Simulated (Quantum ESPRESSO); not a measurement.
The O K edge of atom 7 in Ti6O (P-31m), with 6 Ti at 2.08 Å (octahedral, site symmetry -3m), was computed in 2 ways: excited-electron core hole (neutral cell) and no core hole. Program and functional: Quantum ESPRESSO XSpectra, LDA, Lorentzian half width 0.3 eV up to 4 eV, rising linearly to 2.5 eV at 25 eV; cells of 7 and 14 atoms (the run without a hole in the smaller).

Each run is counted from its own lowest empty level or Fermi level and scaled to a mean of 1 over its first 20 eV.

| E (eV) | run 1 | run 2 |
| --- | --- | --- |
| -2.0 | 0.05 | 0.06 |
| -1.5 | 0.06 | 0.08 |
| -1.0 | 0.08 | 0.12 |
| -0.5 | 0.12 | 0.19 |
| 0.0 | 0.24 | 0.44 |
| 0.5 | 0.43 | 0.91 |
| 1.0 | 0.70 | 1.81 |
| 1.5 | 1.21 | 2.65 |
| 2.0 | 2.02 | 2.75 |
| 2.5 | 2.30 | 2.10 |
| 3.0 | 1.93 | 2.08 |
| 3.5 | 2.56 | 1.76 |
| 4.0 | 2.22 | 1.29 |
| 4.5 | 1.99 | 1.14 |
| 5.0 | 1.67 | 0.93 |
| 5.5 | 1.29 | 0.79 |
| 6.0 | 1.07 | 0.73 |
| 6.5 | 0.90 | 0.63 |
| 7.0 | 0.71 | 0.55 |
| 7.5 | 0.60 | 0.51 |
| 8.0 | 0.56 | 0.53 |
| 8.5 | 0.57 | 0.63 |
| 9.0 | 0.65 | 0.77 |
| 9.5 | 0.74 | 0.88 |
| 10.0 | 0.85 | 0.98 |
| 10.5 | 0.97 | 1.01 |
| 11.0 | 1.00 | 0.94 |
| 11.5 | 0.93 | 0.85 |
| 12.0 | 0.84 | 0.79 |
| 12.5 | 0.78 | 0.77 |
| 13.0 | 0.74 | 0.77 |
| 13.5 | 0.73 | 0.76 |
| 14.0 | 0.72 | 0.77 |
| 14.5 | 0.72 | 0.78 |
| 15.0 | 0.73 | 0.79 |
| 15.5 | 0.74 | 0.79 |
| 16.0 | 0.74 | 0.78 |
| 16.5 | 0.74 | 0.77 |
| 17.0 | 0.74 | 0.77 |
| 17.5 | 0.73 | 0.76 |
| 18.0 | 0.72 | 0.75 |
| 18.5 | 0.71 | 0.73 |
| 19.0 | 0.69 | 0.72 |
| 19.5 | 0.67 | 0.70 |
| 20.0 | 0.66 | 0.70 |
| 20.5 | 0.65 | 0.71 |
| 21.0 | 0.65 | 0.72 |
| 21.5 | 0.66 | 0.73 |
| 22.0 | 0.67 | 0.74 |
| 22.5 | 0.68 | 0.75 |
| 23.0 | 0.69 | 0.76 |
| 23.5 | 0.69 | 0.76 |
| 24.0 | 0.69 | 0.75 |
| 24.5 | 0.69 | 0.74 |
| 25.0 | 0.68 | 0.73 |
| 25.5 | 0.67 | 0.72 |
| 26.0 | 0.66 | 0.71 |
| 26.5 | 0.65 | 0.69 |
| 27.0 | 0.64 | 0.68 |
| 27.5 | 0.63 | 0.67 |
| 28.0 | 0.62 | 0.66 |
| 28.5 | 0.61 | 0.66 |
| 29.0 | 0.61 | 0.66 |
| 29.5 | 0.61 | 0.65 |
| 30.0 | 0.61 | 0.65 |
| 30.5 | 0.60 | 0.65 |
| 31.0 | 0.60 | 0.66 |
| 31.5 | 0.60 | 0.66 |
| 32.0 | 0.60 | 0.66 |

Question: Which run is which?

Run 1: no core hole (area from −2 to 6 eV 9.7, main maxima 2.4 eV (2.37), 3.6 eV (2.64) and 10.8 eV (1.00)). Run 2: excited-electron core hole (neutral cell) (area from −2 to 6 eV 9.7, main maxima 1.9 eV (2.80), 3.1 eV (2.13) and 10.4 eV (1.01)). With each curve scaled to its own mean, the area from −2 to 6 eV with the hole is 9.7 against 9.7, and the centre of weight from −1 to 20 eV moves by -0.2 eV (first and strongest maxima below 20 eV: 2.4 eV (2.37), 3.6 eV (2.64) and 10.8 eV (1.00) without the hole, 1.9 eV (2.80), 3.1 eV (2.13) and 10.4 eV (1.01) with it); the shape changes all the same, by 37 % r.m.s.

[Hosts, paths, dates, database ids (printed as entryN), source tags and the programs' standing remarks are cut or masked in the printed files.]

[Lists of maxima count a maximum above −3 eV only where it reaches 4 % of the highest in the window and stands out from its surroundings by 2 % of it (1.5 % where it reaches 55 %); shoulders and weaker maxima are passed over, and of the rest the first, up to two pre-edge ones and the few strongest are named.]
